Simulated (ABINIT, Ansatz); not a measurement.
### Be3N2 (R3m): one start, several treatments of the self-energy

Symmetry: R3m, No. 160, trigonal system. The conventional cell has a = 2.840 Å, b = 2.840 Å, c = 14.599 Å, α = 90.00°, β = 90.00°, γ = 120.00°. Be has 3 N at 1.65 Å nearest. Nearest to Be lie 4 N at 1.66 to 1.84 Å. Nearest to Be lie 4 N at 1.68 to 1.78 Å. Nearest to N lie 5 Be at 1.65 to 1.68 Å. Nearest to N lie 6 Be at 1.78 to 1.84 Å. Farther neighbours, and contacts between anions beyond the nearest, are not listed.

```
method                                   : RPA screening on LDA, plane waves, norm-conserving pseudopotentials (and 3 further levels or steps)
program                                  : ABINIT 10.8.3
settings                                 : cutoff 38 Ha, PseudoDojo scalar-relativistic 0.4.1 standard, norm-conserving, ngkpt (4, 4, 4), nband 52, ecuteps 5.2 Ha, gwcalctyp 2, nfreqre 16, nfreqim 8, inclvkb 2, freqremax 40 eV, spmeth 1, nomegasf 120, shiftk (0, 0, 0), symchi 1, awtr 1, frequency cd, 4×4×4 k-mesh
cost                                     : 8 runs, 2.9 min in all on 4 MPI ranks of Arm Neoverse V2, shared host
notes                                    : The program’s warnings: Min real frequency set to default [Ha] = and nkpt*nsppol () is not a multiple of nproc spkpt (). The cell and positions are those that the Materials Project relaxed with its own functionals (PBE, PBE+U or r2SCAN), kept fixed.
G0W0, Godby-Needs plasmon pole           : 4.168 eV
G0W0, Hybertsen-Louie plasmon pole       : 4.250 eV
G0W0, von der Linden-Horsch plasmon pole : 4.086 eV
one-shot Hartree-Fock                    : 11.732 eV
G0W0, contour deformation                : 4.201 eV
known limits                             : short of the basis limit
```

G0W0, Hybertsen-Louie plasmon pole: +0.082 eV against G0W0, Godby-Needs plasmon pole. G0W0, von der Linden-Horsch plasmon pole: −0.082 eV against G0W0, Godby-Needs plasmon pole.

[Long decimals in the printed logs are rounded to 6 places.]

[Logs are printed without paths, hosts, clocks, repeated set-up lines and the standing remarks that a program may print on its own settings, such as how far it seeks lower states.]

[Paths, hosts, dates, memory and timing lines, banners, echoed tables and standing remarks are left out of the program output; an Ansatz launch command may be rebuilt from the run's recorded settings. Measured values are a selection of at most five: reports struck by readers or far from the other reports are left out. None is set beside runs whose start may be inverted or whose files or cutoffs have a known fault.]

[Runs of the session that timed out or met a known fault of the program may be left out.]

[Hosts, paths, dates, database ids (printed as entryN), source tags and the programs' standing remarks are cut or masked in the printed files.]

[G0W0 gaps are taken among the corrected bands and points alone; a level outside them can change the order at an edge.]

[Where Ansatz stands beside ABINIT at settings called matched, ABINIT's density can come from a denser mesh and the files from another edition; pairs whose starting gaps differed by over 0.03 eV were left out, so agreement reads better than it is.]
